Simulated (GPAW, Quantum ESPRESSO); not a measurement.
# Near-edge structure at the O K edge of HfO2 (Fm-3m), part 4 of 6

Do two independent programs agree on the O K edge of HfO2 (Fm-3m)? The same cell and functional are run with XSpectra and with GPAW.

Quantum ESPRESSO 7.5 and GPAW 26.7.0; core-hole supercells, plane-wave PAW PBE.

So far. Step 8 (Spectrum with FCH, O atom 2 (Quantum ESPRESSO)): The hole costs E(hole) − E(ground) = 524.26 eV, and the lowest empty level of the hole cell lies at 15.69 eV, which puts the zero at 539.95 eV. One term is added: -8.91 eV, since the hole is spin-paired here and a spin-polarised one costs that much less in the free atom (computed apart). The photon energy is then 531.04 eV. The functional and the charged cell's background leave an error of a few eV in such absolute values.

### Step 12. Ground state of the crystal (GPAW)

Level of this step: plane-wave PAW DFT, PBE, self-consistent field (GPAW).

The second program starts from its own ground state, on the same cell and functional.

scf.py reads:

```python
import numpy as np
from ase import Atoms
from ase.parallel import parprint, paropen
from gpaw import GPAW, PW, FermiDirac, Mixer, MixerDif, setup_paths
from gpaw.test import gen
setup_paths.insert(0, '.')
gen('O', name='nch1s', xcname='PBE', corehole=(1, 0, 0), write_xml=True)
from gpaw.mpi import world
world.barrier()

atoms = Atoms('HfO2',
    cell=[[0, 2.5575, 2.5575],
     [2.5575, 0, 2.5575],
     [2.5575, 2.5575, 0]],
    scaled_positions=[[0, 0, 0],
     [0.75, 0.75, 0.75],
     [0.25, 0.25, 0.25]],
    pbc=True)
atoms.calc = calc = GPAW(legacy_gpaw=True, mode=PW(500), xc='PBE', setups={1: 'nch1s'},
    kpts={'size': (8, 8, 8), 'gamma': True}, occupations=FermiDirac(0.05),
    charge=0, mixer=Mixer(0.1, 5, 50), maxiter=150,
    convergence={'density': 0.0001}, txt='scf.txt')
energy = atoms.get_potential_energy() + calc.get_reference_energy()
ef = calc.get_fermi_level()
out = dict(energy=energy, fermi=ef, forces=atoms.get_forces().tolist())
parprint(f'all-electron energy {energy:.4f} eV, Fermi level {ef:.4f} eV')
ev = np.array([[calc.get_eigenvalues(k, s) for k in range(len(calc.get_ibz_k_points()))] for s in range(calc.get_number_of_spins())])
out['homo'], out['lumo'], out['counts'] = ev[ev < ef].max(), ev[ev > ef].min(), sorted(set((ev < ef).sum((0, 2)).tolist()))
out['filled'] = (ev[:, 0] < ef).sum(1).tolist()
import json
with paropen('out.json', 'w') as f:
    json.dump(out, f)
```

Launch:

```console
$ OMP_NUM_THREADS=1 mpirun -n 4 gpaw python scf.py
```

Numbers of over 12 decimals in the logs are rounded to 6 here.

The log of the run:

```text
Input parameters:
  convergence: {density: 0.0001}
  kpts: {gamma: True,
         size: (8, 8, 8)}
  maxiter: 150
  mixer: {backend: pulay,
          beta: 0.1,
          method: separate,
          nmaxold: 5,
          weight: 50}
  mode: {ecut: 500.0,
         name: pw}
  occupations: {fixmagmom: False,
                name: fermi-dirac,
                width: 0.05}
  setups: {1: nch1s}
  xc: PBE

Initialize ...

[...]
2s(2) :    -0.880545     1.081993
*s    :     0.119455
2p(4) :    -0.331818     0.878848
*p    :     0.668182
*d    :     0.000000
--------------------------------

Diagonalizing with gridspacing h=0.050

state   all-electron     PAW
-------------------------------
2s:      -0.880545    -0.881653
2p:      -0.331818    -0.335594
*d:                    0.049820
*f:                    0.077145
-------------------------------
all-electron energy -413995.0915 eV, Fermi level 9.1559 eV
[key lines of the parts left out:]
Converged after 12 iterations.
Dipole moment: (-0.000000, -0.000000, -0.000000) |e|*Ang
Free energy:    -27.271507
Fermi level: 9.15592
```

The job ended after 4.4 s (4 MPI ranks of Arm Neoverse V2, shared host; peak memory 0.18 GiB).

The mesh shows a gap of 3.73 eV, so the hole is first treated in a charged cell, without the excited electron.

### Step 13. Spectrum without a core hole, O atom 2 (GPAW)

Without a hole the spectrum is the empty density of states of the right symmetry on the absorber, weighted by matrix elements. It needs only the small cell and serves as the baseline. The data set with a hole of occupation 0 only carries the core orbital.

xas.py reads:

```python
import numpy as np
from ase import Atoms
from ase.parallel import parprint, paropen
from gpaw import GPAW, PW, FermiDirac, Mixer, MixerDif, setup_paths
from gpaw.test import gen
setup_paths.insert(0, '.')
gen('O', name='nch1s', xcname='PBE', corehole=(1, 0, 0), write_xml=True)
from gpaw.mpi import world
world.barrier()

atoms = Atoms('HfO2',
    cell=[[0, 2.5575, 2.5575],
     [2.5575, 0, 2.5575],
     [2.5575, 2.5575, 0]],
    scaled_positions=[[0, 0, 0],
     [0.75, 0.75, 0.75],
     [0.25, 0.25, 0.25]],
    pbc=True)
atoms.calc = calc = GPAW(legacy_gpaw=True, mode=PW(500), xc='PBE', setups={1: 'nch1s'},
    kpts={'size': (8, 8, 8), 'gamma': True}, occupations=FermiDirac(0.02),
    charge=0, mixer=Mixer(0.1, 5, 50), maxiter=150,
    convergence={'density': 0.0001}, txt='scf.txt')
energy = atoms.get_potential_energy() + calc.get_reference_energy()
ef = calc.get_fermi_level()
out = dict(energy=energy, fermi=ef, forces=atoms.get_forces().tolist())
parprint(f'all-electron energy {energy:.4f} eV, Fermi level {ef:.4f} eV')
ev = np.array([[calc.get_eigenvalues(k, s) for k in range(len(calc.get_ibz_k_points()))] for s in range(calc.get_number_of_spins())])
out['homo'], out['lumo'], out['counts'] = ev[ev < ef].max(), ev[ev > ef].min(), sorted(set((ev < ef).sum((0, 2)).tolist()))
out['filled'] = (ev[:, 0] < ef).sum(1).tolist()

from ase.units import Ha
from gpaw.xas import dipole_matrix_elements
nb = int(calc.get_number_of_electrons() / 2) + 28
top = nb
nscf = calc.fixed_density(kpts={'size': (8, 8, 8), 'gamma': True},
    convergence={'eigenstates': 1.0}, txt='nscf.txt')
nscf.diagonalize_full_hamiltonian(nbands=nb)
cell = atoms.cell.array
ops = [cell.T @ U.T @ np.linalg.inv(cell.T) for U in nscf.wfs.kd.symmetry.op_scc]
filled = [12]  # bands filled in the ground state, by spin
E = np.arange(-25, 34, 0.1)
fwhm = np.interp(E, [4, 25], [0.9, 3.5])
Y, X, zero, highest = 0, 0, 1e9, 1e9
for spin in range(nscf.get_number_of_spins()):
    wfs = nscf.wfs
    A = dipole_matrix_elements(wfs.setups[1])
    eps = np.zeros((wfs.kd.nibzkpts, nb))
    d = np.zeros((3, A.shape[1], wfs.kd.nibzkpts, nb), complex)
    for kpt in wfs.kpt_u:
        if kpt.s == spin and 1 in kpt.P_ani:
            eps[kpt.k] = kpt.eps_n * Ha
            d[:, :, kpt.k] = (kpt.weight * wfs.nspins / 2) ** 0.5 * np.inner(A, kpt.P_ani[1])
    world.sum(eps)
    world.sum(d)
    T = np.einsum('amkn,bmkn->abkn', d, d.conj()).real
    T = sum(np.einsum('ai,ijkn,bj->abkn', R, T, R) for R in ops) / len(ops)
    empty = np.ones_like(eps, bool) & (np.arange(nb) >= filled[spin])
    zero, highest = min(zero, eps[empty].min()), min(highest, eps[:, top - 1].min())
    lines = [(eps, T, empty)] if spin == 0 else lines + [(eps, T, empty)]
for eps, T, empty in lines:
    f = np.einsum('aakn->akn', T).reshape(3, -1)
    x = eps.ravel() - zero
    w = np.interp(x, E, fwhm) / 2.35482
    g = np.exp(-0.5 * ((E[:, None] - x) / w) ** 2) / (w * (2 * np.pi) ** 0.5)
    Y = Y + (f * empty.ravel()) @ g.T
    X = X + (f * ~empty.ravel()) @ g.T
out.update(E=E.round(2).tolist(), xas=Y.tolist(), xes=X.tolist(), zero=zero, valid=highest - zero, nk=len(eps), nb=nb)
for i in range(0, len(E), 10):
    parprint(f'{E[i]:7.2f}', *(f'{v:10.3e}' for v in Y[:, i]))
import json
with paropen('out.json', 'w') as f:
    json.dump(out, f)
```

Launch:

```console
$ OMP_NUM_THREADS=1 mpirun -n 4 gpaw python xas.py
```

The log of the run:

```text
Input parameters:
  convergence: {density: 0.0001}
  kpts: {gamma: True,
         size: (8, 8, 8)}
  maxiter: 150
  mixer: {backend: pulay,
          beta: 0.1,
          method: separate,
          nmaxold: 5,
          weight: 50}
  mode: {ecut: 500.0,
         name: pw}
  occupations: {fixmagmom: False,
                name: fermi-dirac,
                width: 0.02}
  setups: {1: nch1s}
  xc: PBE

Initialize ...

[...]
*p    :     0.668182
*d    :     0.000000
--------------------------------

Diagonalizing with gridspacing h=0.050

state   all-electron     PAW
-------------------------------
2s:      -0.880545    -0.881653
2p:      -0.331818    -0.335594
*d:                    0.049820
*f:                    0.077145
-------------------------------
all-electron energy -413995.0915 eV, Fermi level 8.5959 eV
[...]
32.00  3.775e-05  3.775e-05  3.775e-05
  33.00  4.736e-05  4.736e-05  4.736e-05
[key lines of the parts left out:]
Converged after 12 iterations.
Dipole moment: (-0.000000, -0.000000, -0.000000) |e|*Ang
Free energy:    -27.271507
Fermi level: 8.59591
```

Wall time 16 s (4 MPI ranks); peak memory 0.27 GiB.

The O K spectrum, O atom 2, no core hole (energy from the lowest empty level; intensity scaled to a mean of 1 over the first 20 eV):

| E (eV) | intensity |
| --- | --- |
| -2.00 | 0.00 |
| -1.25 | 0.00 |
| -0.50 | 0.03 |
| 0.25 | 0.79 |
| 1.00 | 1.37 |
| 1.75 | 0.26 |
| 2.50 | 0.15 |
| 3.25 | 0.80 |
| 4.00 | 1.72 |
| 4.75 | 2.68 |
| 5.50 | 2.23 |
| 6.25 | 1.40 |
| 7.00 | 0.83 |
| 7.75 | 0.72 |
| 8.50 | 1.12 |
| 9.25 | 1.36 |
| 10.00 | 0.99 |
| 10.75 | 0.59 |
| 11.50 | 0.67 |
| 12.25 | 0.96 |
| 13.00 | 1.10 |
| 13.75 | 1.03 |
| 14.50 | 0.87 |
| 15.25 | 0.77 |
| 16.00 | 0.76 |
| 16.75 | 0.80 |
| 17.50 | 0.80 |
| 18.25 | 0.73 |
| 19.00 | 0.65 |
| 19.75 | 0.64 |
| 20.50 | 0.70 |
| 21.25 | 0.82 |
| 22.00 | 0.95 |
| 22.75 | 1.02 |
| 23.50 | 0.98 |
| 24.25 | 0.83 |
| 25.00 | 0.64 |
| 25.75 | 0.49 |
| 26.50 | 0.39 |
| 27.25 | 0.34 |
| 28.00 | 0.33 |
| 28.75 | 0.34 |
| 29.50 | 0.36 |
| 30.25 | 0.36 |
| 31.00 | 0.38 |
| 31.75 | 0.41 |

Main maxima below 24 eV (height): 0.8 eV (1.51), 4.8 eV (2.69), 9.2 eV (1.37), 13.1 eV (1.10) and 22.9 eV (1.02). 

The same matrix elements for filled bands give the O K emission of O atom 2 (ground-state approximation; energy from the lowest empty level, largest value 1):

| E (eV) | emission |
| --- | --- |
| -24.00 | 0.00 |
| -23.25 | 0.00 |
| -22.50 | 0.00 |
| -21.75 | 0.00 |
| -21.00 | 0.00 |
| -20.25 | 0.00 |
| -19.50 | 0.00 |
| -18.75 | 0.00 |
| -18.00 | 0.00 |
| -17.25 | 0.00 |
| -16.50 | 0.00 |
| -15.75 | 0.00 |
| -15.00 | 0.00 |
| -14.25 | 0.00 |
| -13.50 | 0.00 |
| -12.75 | 0.00 |
| -12.00 | 0.00 |
| -11.25 | 0.00 |
| -10.50 | 0.00 |
| -9.75 | 0.06 |
| -9.00 | 0.27 |
| -8.25 | 0.62 |
| -7.50 | 0.60 |
| -6.75 | 0.45 |
| -6.00 | 0.57 |
| -5.25 | 0.92 |
| -4.50 | 0.78 |
| -3.75 | 0.17 |
| -3.00 | 0.01 |
| -2.25 | 0.00 |
| -1.50 | 0.00 |
| -0.75 | 0.00 |
| 0.00 | 0.00 |
| 0.75 | 0.00 |
| 1.50 | 0.00 |
| 2.25 | 0.00 |
| 3.00 | 0.00 |

Emission maxima: -8.0 eV (0.65) and -5.0 eV (1.00).

### Step 14. Supercell without a hole, the energy reference (GPAW)

Total energies of two programs can't be mixed, so the cell and mesh of GPAW's hole run get a reference energy of their own.

scf.py: that of step 12 with these lines changed.

```diff
@@ -10,12 +10,27 @@
 
-atoms = Atoms('HfO2',
-    cell=[[0, 2.5575, 2.5575],
-     [2.5575, 0, 2.5575],
-     [2.5575, 2.5575, 0]],
+atoms = Atoms('Hf6O12',
+    cell=[[2.5575, 5.115, -2.5575],
+     [5.115, -2.5575, 2.5575],
+     [2.5575, -5.115, -2.5575]],
     scaled_positions=[[0, 0, 0],
-     [0.75, 0.75, 0.75],
-     [0.25, 0.25, 0.25]],
+     [0.5, 0, 0.5],
+     [0, 0.33333333, 0.33333333],
+     [0.5, 0.66666667, 0.16666667],
+     [0.5, 0.33333333, 0.83333333],
+     [0, 0.66666667, 0.66666667],
+     [0.375, 0, 0.125],
+     [0.875, 0, 0.625],
+     [0.375, 0.33333333, 0.45833333],
+     [0.875, 0.66666667, 0.29166667],
+     [0.875, 0.33333333, 0.95833333],
+     [0.375, 0.66666667, 0.79166667],
+     [0.125, 0.33333333, 0.70833333],
+     [0.625, 0.33333333, 0.20833333],
+     [0.125, 0.66666667, 0.04166667],
+     [0.625, 0, 0.875],
+     [0.625, 0.66666667, 0.54166667],
+     [0.125, 0, 0.375]],
     pbc=True)
-atoms.calc = calc = GPAW(legacy_gpaw=True, mode=PW(500), xc='PBE', setups={1: 'nch1s'},
-    kpts={'size': (8, 8, 8), 'gamma': True}, occupations=FermiDirac(0.05),
+atoms.calc = calc = GPAW(legacy_gpaw=True, mode=PW(500), xc='PBE', setups={6: 'nch1s'},
+    kpts={'size': (3, 4, 4), 'gamma': True}, occupations=FermiDirac(0.02),
     charge=0, mixer=Mixer(0.1, 5, 50), maxiter=150,
```

Launch:

```console
$ OMP_NUM_THREADS=1 mpirun -n 4 gpaw python scf.py
```

The log of the run:

```text
Input parameters:
  convergence: {density: 0.0001}
  kpts: {gamma: True,
         size: (3, 4, 4)}
  maxiter: 150
  mixer: {backend: pulay,
          beta: 0.1,
          method: separate,
          nmaxold: 5,
          weight: 50}
  mode: {ecut: 500.0,
         name: pw}
  occupations: {fixmagmom: False,
                name: fermi-dirac,
                width: 0.02}
  setups: {6: nch1s}
  xc: PBE

Initialize ...

[...]
2s(2) :    -0.880545     1.081993
*s    :     0.119455
2p(4) :    -0.331818     0.878848
*p    :     0.668182
*d    :     0.000000
--------------------------------

Diagonalizing with gridspacing h=0.050

state   all-electron     PAW
-------------------------------
2s:      -0.880545    -0.881653
2p:      -0.331818    -0.335594
*d:                    0.049820
*f:                    0.077145
-------------------------------
all-electron energy -2483970.5620 eV, Fermi level 9.3314 eV
[key lines of the parts left out:]
Converged after 24 iterations.
Dipole moment: (-0.000000, 0.000000, 0.000000) |e|*Ang
Free energy:   -163.642634
Fermi level: 9.33142
```

It took 2 min on 4 MPI ranks; peak memory 0.38 GiB; 7.8 min of CPU time.

Reference energy: -2483970.562 eV with the cores included.

(Part 4 of 6 ends here.)

[Banner, clock and machine lines of the logs are left out without a mark of their own.]

[Logs are printed without paths, hosts, clocks, repeated set-up lines and the standing remarks that a program may print on its own settings, such as how far it seeks lower states.]

[Hosts, paths, dates, database ids (printed as entryN), source tags and the programs' standing remarks are cut or masked in the printed files.]

[Lists of maxima count a maximum above −3 eV only where it reaches 4 % of the highest in the window and stands out from its surroundings by 2 % of it (1.5 % where it reaches 55 %); shoulders and weaker maxima are passed over, and of the rest the first, up to two pre-edge ones and the few strongest are named.]
